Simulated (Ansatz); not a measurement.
# O on Ti(0001): change of the work function, part 2 of 4

How does O on the fcc site change the work function of Ti(0001) as the layer fills?

Ansatz 0.2.0; plane-wave DFT, PBE, Ansatz PAW.

So far, work function, upper face (eV): step 2 (the clean slab) 4.37.

### Step 3. Adsorbate added, k-mesh 4×4×1, coverage 0.111 ML

System of this step: O/Ti(0001). The cell holds 37 atoms: 36 Ti and 1 O. Its edges and angles: a = 8.850 Å, b = 8.850 Å, c = 26.508 Å, α = 90.0°, β = 90.0°, γ = 60.0°. Vacuum lies along c.

The clean slab as it ended is repeated in the plane and the adsorbate is set on one face; the cell's size fixes the coverage, and the k-mesh shrinks with it to keep the sampling density about even. Adsorbate and upper layers relax, since the dipole depends on the height.

input.yaml reads:

```yaml
crystal:
  lattice:
    - [8.8500000001, 0.0, 0.0]
    - [4.425, 7.6643248235, 0.0]
    - [0.0, 0.0, 26.5080426807]
  atoms:
    - { symbol: Ti, position: [0.2222222222, 0.2222222222, 0.3395195982] }
    - { symbol: Ti, position: [0.0, 0.0, 0.4278814598] }
    - { symbol: Ti, position: [0.2222222222, 0.2222222222, 0.5188087298] }
    - { symbol: Ti, position: [0.0, 0.0, 0.600620688] }
    - { symbol: Ti, position: [0.2222222222, 0.5555555556, 0.3395195982] }
    - { symbol: Ti, position: [0.0, 0.3333333333, 0.4278814598] }
    - { symbol: Ti, position: [0.2222222222, 0.5555555556, 0.5188087298] }
    - { symbol: Ti, position: [0.0, 0.3333333333, 0.600620688] }
    - { symbol: Ti, position: [0.2222222222, 0.8888888889, 0.3395195982] }
    - { symbol: Ti, position: [0.0, 0.6666666667, 0.4278814598] }
    - { symbol: Ti, position: [0.2222222222, 0.8888888889, 0.5188087298] }
    - { symbol: Ti, position: [0.0, 0.6666666667, 0.600620688] }
    - { symbol: Ti, position: [0.5555555556, 0.2222222222, 0.3395195982] }
    - { symbol: Ti, position: [0.3333333333, 0.0, 0.4278814598] }
    - { symbol: Ti, position: [0.5555555556, 0.2222222222, 0.5188087298] }
    - { symbol: Ti, position: [0.3333333333, 0.0, 0.600620688] }
    - { symbol: Ti, position: [0.5555555556, 0.5555555556, 0.3395195982] }
    - { symbol: Ti, position: [0.3333333333, 0.3333333333, 0.4278814598] }
    - { symbol: Ti, position: [0.5555555556, 0.5555555556, 0.5188087298] }
    - { symbol: Ti, position: [0.3333333333, 0.3333333333, 0.600620688] }
    - { symbol: Ti, position: [0.5555555556, 0.8888888889, 0.3395195982] }
    - { symbol: Ti, position: [0.3333333333, 0.6666666667, 0.4278814598] }
    - { symbol: Ti, position: [0.5555555556, 0.8888888889, 0.5188087298] }
    - { symbol: Ti, position: [0.3333333333, 0.6666666667, 0.600620688] }
    - { symbol: Ti, position: [0.8888888889, 0.2222222222, 0.3395195982] }
    - { symbol: Ti, position: [0.6666666667, 0.0, 0.4278814598] }
    - { symbol: Ti, position: [0.8888888889, 0.2222222222, 0.5188087298] }
    - { symbol: Ti, position: [0.6666666667, 0.0, 0.600620688] }
    - { symbol: Ti, position: [0.8888888889, 0.5555555556, 0.3395195982] }
    - { symbol: Ti, position: [0.6666666667, 0.3333333333, 0.4278814598] }
    - { symbol: Ti, position: [0.8888888889, 0.5555555556, 0.5188087298] }
    - { symbol: Ti, position: [0.6666666667, 0.3333333333, 0.600620688] }
    - { symbol: Ti, position: [0.8888888889, 0.8888888889, 0.3395195982] }
    - { symbol: Ti, position: [0.6666666667, 0.6666666667, 0.4278814598] }
    - { symbol: Ti, position: [0.8888888889, 0.8888888889, 0.5188087298] }
    - { symbol: Ti, position: [0.6666666667, 0.6666666667, 0.600620688] }
    - { symbol: O, position: [0.1111111111, 0.1111111111, 0.6604804018] }
kpoints:
  mp_grid: { grid: [4, 4, 1] }
hamiltonian:
  xc: pbe
scf:
  occupations: { method: fermi_dirac, width: 0.1 }
  convergence: { dr2_threshold: 1.0e-08 }
efield:
  axis: 3
  dipole_correction: true
  ramp_position: 0.97
  ramp_width: 0.06
relax:
  f_tol: 0.02
  max_steps: 60
  constraints:
    - { sites: [0, 1, 4, 5, 8, 9, 12, 13, 16, 17, 20, 21, 24, 25, 28, 29, 32, 33] }
output:
  write_potential: true
  write_density: true
  volumetric_format: npy
```

Command:

```console
> ansatz run input.yaml --threads 4 --pin off --max-ram 16384MiB --backend cpu --events-out ev --progress --plain --runs-dir out
```

Numbers of over 12 decimals in the logs are rounded to 6 here.

Output:

```text
[...]
Crystal: 37 atoms, lattice volume = 1798.021 Å³
Basis set: ecut = 420 eV, 35171 PW (Γ), exchange–correlation on 120×120×360 points (8 copies of the dense FFT grid, shifted against one another)
Bands: 263, of which v1, the nominal top of the filled ones, is band 219 counted from 1 (218 counted from 0)
Symmetry: 6 space group operations
[...]
k-points: 4 of 16 (time reversal used)
[...]
SCF iter   1: F=—  HF=-90540.812999 eV  |F-HF|=—  |Δ(HF+E_count)|=         —  Δρ=6.42e-3  dr2=8.13e0  ethr=1.77e-3  p=-0.103 e·Å  D=-1.04e-2 V/Å  ΔV_dip=0.28 eV  dr2_dipole=2.78e0  V_vac-E_F(+/−)=4.38/4.11 eV  ⟨swp⟩=9.8  Hψ=5236  notcnv=0
[...]
SCF iter  11: F=-90540.738179 eV  HF=-90540.738179 eV  |F-HF|=9.43e-9  |Δ(HF+E_count)|=   3.16e-8  Δρ=2.29e-7  dr2=3.09e-9  ethr=2.28e-12  p=-0.104 e·Å  D=-1.05e-2 V/Å  ΔV_dip=0.28 eV  dr2_dipole=5.31e-10  V_vac-E_F(+/−)=4.70/4.42 eV  ⟨swp⟩=11.5  Hψ=6464  notcnv=0
SCF 1 converged in 11 iterations: F = -90540.738179 eV  dr2 = 3.09e-9
[...]
relax step   1: F+E_penalty+E_count = -90540.73817942 eV  Δ(F+E_penalty+E_count) = +0.000e0 eV  max|allowed force component| = 4.737e0 eV/Å  Δτ_max = 0.0000 Å  (11 SCF iters, accepted)
[...]
SCF iter  10: F=-90541.972891 eV  HF=-90541.972891 eV  |F-HF|=1.08e-8  |Δ(HF+E_count)|=   5.02e-8  Δρ=4.97e-7  dr2=9.05e-9  ethr=2.28e-12  p=-0.022 e·Å  D=-2.18e-3 V/Å  ΔV_dip=0.06 eV  dr2_dipole=3.42e-10  V_vac-E_F(+/−)=4.47/4.42 eV  ⟨swp⟩=12.0  Hψ=8660  notcnv=0
SCF 2 converged in 10 iterations: F = -90541.972891 eV  dr2 = 9.05e-9
relax step   2: F+E_penalty+E_count = -90541.97289104 eV  Δ(F+E_penalty+E_count) = -1.235e0 eV  max|allowed force component| = 3.570e0 eV/Å  Δτ_max = 0.1948 Å  (10 SCF iters, accepted)
SCF iter   1: F=—  HF=-90542.724957 eV  |F-HF|=—  |Δ(HF+E_count)|=         —  Δρ=4.32e-3  dr2=7.33e-1  ethr=1.38e-3  p=-0.022 e·Å  D=-2.18e-3 V/Å  ΔV_dip=0.06 eV  dr2_dipole=4.11e-2  V_vac-E_F(+/−)=4.47/4.41 eV  ⟨swp⟩=4.5  Hψ=2231  notcnv=0
[...]
SCF iter  10: F=-90542.613491 eV  HF=-90542.613491 eV  |F-HF|=2.00e-8  |Δ(HF+E_count)|=   9.27e-8  Δρ=3.84e-7  dr2=5.09e-9  ethr=2.28e-12  p=0.044 e·Å  D=4.46e-3 V/Å  ΔV_dip=-0.12 eV  dr2_dipole=4.78e-12  V_vac-E_F(+/−)=4.30/4.42 eV  ⟨swp⟩=12.5  Hψ=9726  notcnv=0
SCF 3 converged in 10 iterations: F = -90542.613491 eV  dr2 = 5.09e-9
[...]
relax step   3: F+E_penalty+E_count = -90542.61349097 eV  Δ(F+E_penalty+E_count) = -6.406e-1 eV  max|allowed force component| = 9.941e-1 eV/Å  Δτ_max = 0.1949 Å  (10 SCF iters, accepted)
[...]
relax step   4: F+E_penalty+E_count = -90542.66879164 eV  Δ(F+E_penalty+E_count) = -5.530e-2 eV  max|allowed force component| = 5.049e-1 eV/Å  Δτ_max = 0.1923 Å  (11 SCF iters, accepted)
[...]
relax step   5: F+E_penalty+E_count = -90542.70410005 eV  Δ(F+E_penalty+E_count) = -3.531e-2 eV  max|allowed force component| = 7.616e-2 eV/Å  Δτ_max = 0.0682 Å  (10 SCF iters, accepted)
SCF iter   1: F=—  HF=-90542.704149 eV  |F-HF|=—  |Δ(HF+E_count)|=         —  Δρ=2.87e-4  dr2=9.24e-3  ethr=1.15e-5  p=0.057 e·Å  D=5.69e-3 V/Å  ΔV_dip=-0.15 eV  dr2_dipole=1.23e-3  V_vac-E_F(+/−)=4.27/4.42 eV  ⟨swp⟩=2.0  Hψ=1553  notcnv=0
[...]
SCF iter   7: F=-90542.704827 eV  HF=-90542.704827 eV  |F-HF|=2.99e-8  |Δ(HF+E_count)|=   9.93e-8  Δρ=5.06e-7  dr2=6.76e-9  ethr=2.28e-12  p=0.055 e·Å  D=5.57e-3 V/Å  ΔV_dip=-0.15 eV  dr2_dipole=1.00e-13  V_vac-E_F(+/−)=4.27/4.42 eV  ⟨swp⟩=10.5  Hψ=8146  notcnv=0
SCF 6 converged in 7 iterations: F = -90542.704827 eV  dr2 = 6.76e-9
relax step   6: F+E_penalty+E_count = -90542.70482709 eV  Δ(F+E_penalty+E_count) = -7.270e-4 eV  max|allowed force component| = 9.960e-3 eV/Å  Δτ_max = 0.0042 Å  (7 SCF iters, accepted)
NSCF: frozen V_eff on 4 k-points
[...]
SCF converged after 7 iterations
Free energy (F): -90542.704827 eV
[...]
Internal energy: -90540.465506 eV  (E = F + TS)
E sigma→0 (E₀):  -90541.585167 eV
Entropy (-TS):   -2.239321 eV (-60.522 meV/atom)
Fermi energy:    1.994757 eV
Dipole field:    D = 0.005573 V/Å  (p = 0.055379 e·Å, saw-weighted, corrected)
Work function:   Φ+ = 4.2699 eV   Φ− = 4.4176 eV
[...]
--- Forces (eV/Å), atoms counted from 1 ---
  atom   1  Ti     0.01320667     0.00762487     0.59254359
  atom   2  Ti    -0.00377030    -0.00217678    -0.44728418
  atom   3  Ti     0.00186905     0.00107910     0.00350492
  atom   4  Ti     0.00336698     0.00194393     0.00057960
  atom   5  Ti     0.00086042    -0.00049676     0.59938706
  atom   6  Ti    -0.00000000     0.00435356    -0.44728418
  atom   7  Ti    -0.00290885     0.00167943    -0.00689903
  atom   8  Ti     0.00000000    -0.00388785     0.00057960
  atom   9  Ti     0.00000000    -0.01524974     0.59254359
  atom  10  Ti    -0.03052554     0.01762393    -0.69614757
  atom  11  Ti     0.00000000    -0.00215819     0.00350492
  atom  12  Ti     0.00862587    -0.00498015    -0.00184203
  atom  13  Ti    -0.00000000     0.00099353     0.59938706
  atom  14  Ti     0.00377030    -0.00217678    -0.44728418
  atom  15  Ti     0.00000000    -0.00335885    -0.00689903
  atom  16  Ti    -0.00336698     0.00194393     0.00057960
  atom  17  Ti    -0.00086042    -0.00049676     0.59938706
  atom  18  Ti    -0.04122803    -0.02380302    -0.64385085
  atom  19  Ti     0.00290885     0.00167943    -0.00689903
  atom  20  Ti     0.00512804     0.00296068     0.00642080
  atom  21  Ti     0.00329265    -0.00190101     0.59587231
  atom  22  Ti    -0.00000000     0.04760603    -0.64385085
  atom  23  Ti     0.00002411    -0.00001392     0.00037479
  atom  24  Ti     0.00000000    -0.00592135     0.00642080
  atom  25  Ti    -0.01320667     0.00762487     0.59254359
  atom  26  Ti     0.00000000    -0.03524786    -0.69614757
  atom  27  Ti    -0.00186905     0.00107910     0.00350492
  atom  28  Ti    -0.00000000     0.00996030    -0.00184203
  atom  29  Ti    -0.00000000     0.00380203     0.59587231
  atom  30  Ti     0.04122803    -0.02380302    -0.64385085
  atom  31  Ti    -0.00000000     0.00002784     0.00037479
  atom  32  Ti    -0.00512804     0.00296068     0.00642080
  atom  33  Ti    -0.00329265    -0.00190101     0.59587231
  atom  34  Ti     0.03052554     0.01762393    -0.69614757
  atom  35  Ti    -0.00002411    -0.00001392     0.00037479
  atom  36  Ti    -0.00862587    -0.00498015    -0.00184203
  atom  37  O      0.00000000    -0.00000000    -0.00791592
  max |Σ_I F_I| component: 6.23e-5 eV/Å
--- Band table (eV) ---
  k-point 0: bands = [... 215 lower, 1.9719, 2.0157, 2.0157, 2.0229, 2.0506, 2.0758, 2.0812, 2.0812, ... 40 higher]
  k-point 1: bands = [... 215 lower, 1.9211, 1.9410, 1.9585, 2.0005, 2.0210, 2.0274, 2.0671, 2.1007, ... 40 higher]
  k-point 2: bands = [... 215 lower, 1.9123, 1.9380, 1.9457, 1.9975, 2.0220, 2.0221, 2.0666, 2.0680, ... 40 higher]
  k-point 3: bands = [... 215 lower, 1.8259, 1.9198, 1.9526, 2.0102, 2.0215, 2.0287, 2.0754, 2.0795, ... 40 higher]
--- Relaxed structure (6 steps of the walk, 6 accepted, 0 SCFs on fresh bases) ---
  F+E_penalty+E_count = -90542.70482709 eV   max|allowed force component| = 9.960e-3 eV/Å
  atoms:
    - { symbol: Ti, position: [0.222222, 0.222222, 0.3395195982] }
    - { symbol: Ti, position: [1.1111101403313757e-11, 1.1111101403313758e-11, 0.4278814598] }
    - { symbol: Ti, position: [0.220955, 0.220955, 0.519393] }
    - { symbol: Ti, position: [0.00143899, 0.00143899, 0.605115] }
    - { symbol: Ti, position: [0.222222, 0.555556, 0.3395195982] }
    - { symbol: Ti, position: [1.1111112030448567e-11, 0.333333, 0.4278814598] }
    - { symbol: Ti, position: [0.221448, 0.555943, 0.517076] }
    - { symbol: Ti, position: [0.00143899, 0.330455, 0.605115] }
    - { symbol: Ti, position: [0.222222, 0.888889, 0.3395195982] }
    - { symbol: Ti, position: [-2.2222279572048365e-11, 0.666667, 0.4278814598] }
    - { symbol: Ti, position: [0.220955, 0.891424, 0.519393] }
    - { symbol: Ti, position: [0.00405228, 0.664641, 0.599794] }
    - { symbol: Ti, position: [0.555556, 0.222222, 0.3395195982] }
    - { symbol: Ti, position: [0.333333, 1.1111101403313757e-11, 0.4278814598] }
    - { symbol: Ti, position: [0.555943, 0.221448, 0.517076] }
    - { symbol: Ti, position: [0.330455, 0.00143899, 0.605115] }
    - { symbol: Ti, position: [0.555556, 0.555556, 0.3395195982] }
    - { symbol: Ti, position: [0.333333, 0.333333, 0.4278814598] }
    - { symbol: Ti, position: [0.555943, 0.555943, 0.517076] }
    - { symbol: Ti, position: [0.335691, 0.335691, 0.598754] }
    - { symbol: Ti, position: [0.555556, 0.888889, 0.3395195982] }
    - { symbol: Ti, position: [0.333333, 0.666667, 0.4278814598] }
    - { symbol: Ti, position: [0.554672, 0.889331, 0.518808] }
    - { symbol: Ti, position: [0.335691, 0.661951, 0.598754] }
    - { symbol: Ti, position: [0.888889, 0.222222, 0.3395195982] }
    - { symbol: Ti, position: [0.666667, -2.222223468803194e-11, 0.4278814598] }
    - { symbol: Ti, position: [0.891424, 0.220955, 0.519393] }
    - { symbol: Ti, position: [0.664641, 0.00405228, 0.599794] }
    - { symbol: Ti, position: [0.888889, 0.555556, 0.3395195982] }
    - { symbol: Ti, position: [0.666667, 0.333333, 0.4278814598] }
    - { symbol: Ti, position: [0.889331, 0.554672, 0.518808] }
    - { symbol: Ti, position: [0.661951, 0.335691, 0.598754] }
    - { symbol: Ti, position: [0.888889, 0.888889, 0.3395195982] }
    - { symbol: Ti, position: [0.666667, 0.666667, 0.4278814598] }
    - { symbol: Ti, position: [0.889331, 0.889331, 0.518808] }
    - { symbol: Ti, position: [0.664641, 0.664641, 0.599794] }
    - { symbol: O, position: [0.111111, 0.111111, 0.641251] }
```

The job ended after 10 min (4 threads of Arm Neoverse V2, shared host; peak memory 7.7 GiB).

This run has no spin polarisation, although Ti can carry a moment.

Step by step:

| step | energy less that of the first step (eV) | largest force component (eV/Å) |
| --- | --- | --- |
| 1 | 0.0000 | 4.7372 |
| 2 | -1.2347 | 3.5701 |
| 3 | -1.8753 | 0.9941 |
| 4 | -1.9306 | 0.5049 |
| 5 | -1.9659 | 0.0762 |
| 6 | -1.9666 | 0.0100 |

Forces are held to the 6 operations that the run works with; a distortion that breaks them can't arise in this run.

The atoms that moved most (Å):

| atom | dx | dy | dz | length |
| --- | --- | --- | --- | --- |
| O37 | 0.000 | 0.000 | -0.510 | 0.510 |
| Ti8 | 0.000 | -0.022 | 0.119 | 0.121 |
| Ti16 | -0.019 | 0.011 | 0.119 | 0.121 |
| Ti4 | 0.019 | 0.011 | 0.119 | 0.121 |
| Ti24 | 0.000 | -0.036 | -0.049 | 0.061 |
| Ti32 | -0.031 | 0.018 | -0.049 | 0.061 |
| Ti20 | 0.031 | 0.018 | -0.049 | 0.061 |
| Ti19 | 0.005 | 0.003 | -0.046 | 0.046 |

The relaxed structure:

```xyz
37
Lattice="8.8500 0.0000 0.0000 4.4250 7.6643 0.0000 0.0000 0.0000 26.5080" Properties=species:S:1:pos:R:3
Ti    2.9500    1.7032    9.0000
Ti    0.0000    0.0000   11.3423
Ti    2.9332    1.6935   13.7681
Ti    0.0191    0.0110   16.0404
Ti    4.4250    4.2580    9.0000
Ti    1.4750    2.5548   11.3423
Ti    4.4199    4.2609   13.7067
Ti    1.4750    2.5327   16.0404
Ti    5.9000    6.8127    9.0000
Ti    2.9500    5.1095   11.3423
Ti    5.9000    6.8322   13.7681
Ti    2.9769    5.0940   15.8994
Ti    5.9000    1.7032    9.0000
Ti    2.9500    0.0000   11.3423
Ti    5.9000    1.6972   13.7067
Ti    2.9309    0.0110   16.0404
Ti    7.3750    4.2580    9.0000
Ti    4.4250    2.5548   11.3423
Ti    7.3801    4.2609   13.7067
Ti    4.4563    2.5728   15.8718
Ti    8.8500    6.8127    9.0000
Ti    5.9000    5.1095   11.3423
Ti    8.8441    6.8161   13.7526
Ti    5.9000    5.0734   15.8718
Ti    8.8500    1.7032    9.0000
Ti    5.9000    0.0000   11.3423
Ti    8.8668    1.6935   13.7681
Ti    5.9000    0.0311   15.8994
Ti   10.3250    4.2580    9.0000
Ti    7.3750    2.5548   11.3423
Ti   10.3250    4.2512   13.7526
Ti    7.3437    2.5728   15.8718
Ti   11.8000    6.8127    9.0000
Ti    8.8500    5.1095   11.3423
Ti   11.8059    6.8161   13.7526
Ti    8.8231    5.0940   15.8994
O     1.4750    0.8516   16.9983
```

Numbers from this step:

```
energy at zero smearing        : -90541.5852 eV
work function, upper face      : 4.270 eV
work function, lower face      : 4.418 eV
dipole along the normal        : 0.05538 e·Å
step between the vacuum levels : -0.1477 eV
```

Running mean over 2.342 Å of the planar mean; the ramp of the sawtooth is left out. Table of electron's electrostatic potential energy less the Fermi level by z:

| z (Å) | electron's electrostatic potential energy less the Fermi level (eV) |
| --- | --- |
| 3.5 | 4.42 |
| 4.0 | 4.42 |
| 4.5 | 4.41 |
| 5.0 | 4.40 |
| 5.5 | 4.36 |
| 6.0 | 4.23 |
| 6.5 | 3.88 |
| 7.0 | 2.88 |
| 7.5 | 0.388 |
| 8.0 | -3.13 |
| 8.5 | -5.87 |
| 9.0 | -6.74 |
| 9.5 | -6.71 |
| 10.0 | -6.59 |
| 10.5 | -6.56 |
| 11.0 | -6.58 |
| 11.5 | -6.57 |
| 12.0 | -6.41 |
| 12.5 | -6.30 |
| 13.0 | -6.36 |
| 13.5 | -6.57 |
| 14.0 | -6.88 |
| 14.5 | -7.38 |
| 15.0 | -7.50 |
| 15.5 | -7.26 |
| 16.0 | -7.02 |
| 16.5 | -5.98 |
| 17.0 | -3.07 |
| 17.5 | 0.365 |
| 18.0 | 2.73 |
| 18.5 | 3.76 |
| 19.0 | 4.13 |
| 19.5 | 4.23 |
| 20.0 | 4.26 |
| 20.5 | 4.27 |
| 21.0 | 4.27 |
| 21.5 | 4.27 |
| 22.0 | 4.27 |
| 22.5 | 4.27 |
| 23.0 | 4.27 |

The relaxation took 6 steps and lowered the energy by 2.0 eV; the largest force on the free atoms ends at 0.0100 eV/Å.

The covered face has 4.27 eV, -0.10 eV against the clean one; the bare back face has moved by -0.01 eV, a measure of how thin the slab is.

(Part 2 of 4 ends here.)

[Logs are printed without paths, hosts, clocks, repeated set-up lines and the standing remarks that a program may print on its own settings, such as how far it seeks lower states.]

[Hosts, paths, dates, database ids (printed as entryN), source tags and the programs' standing remarks are cut or masked in the printed files.]

[Maps of the electrostatic potential energy from Ansatz leave out the sawtooth potential of an applied field or a dipole correction, so their vacuum need not be flat; planar profiles and work functions include it.]
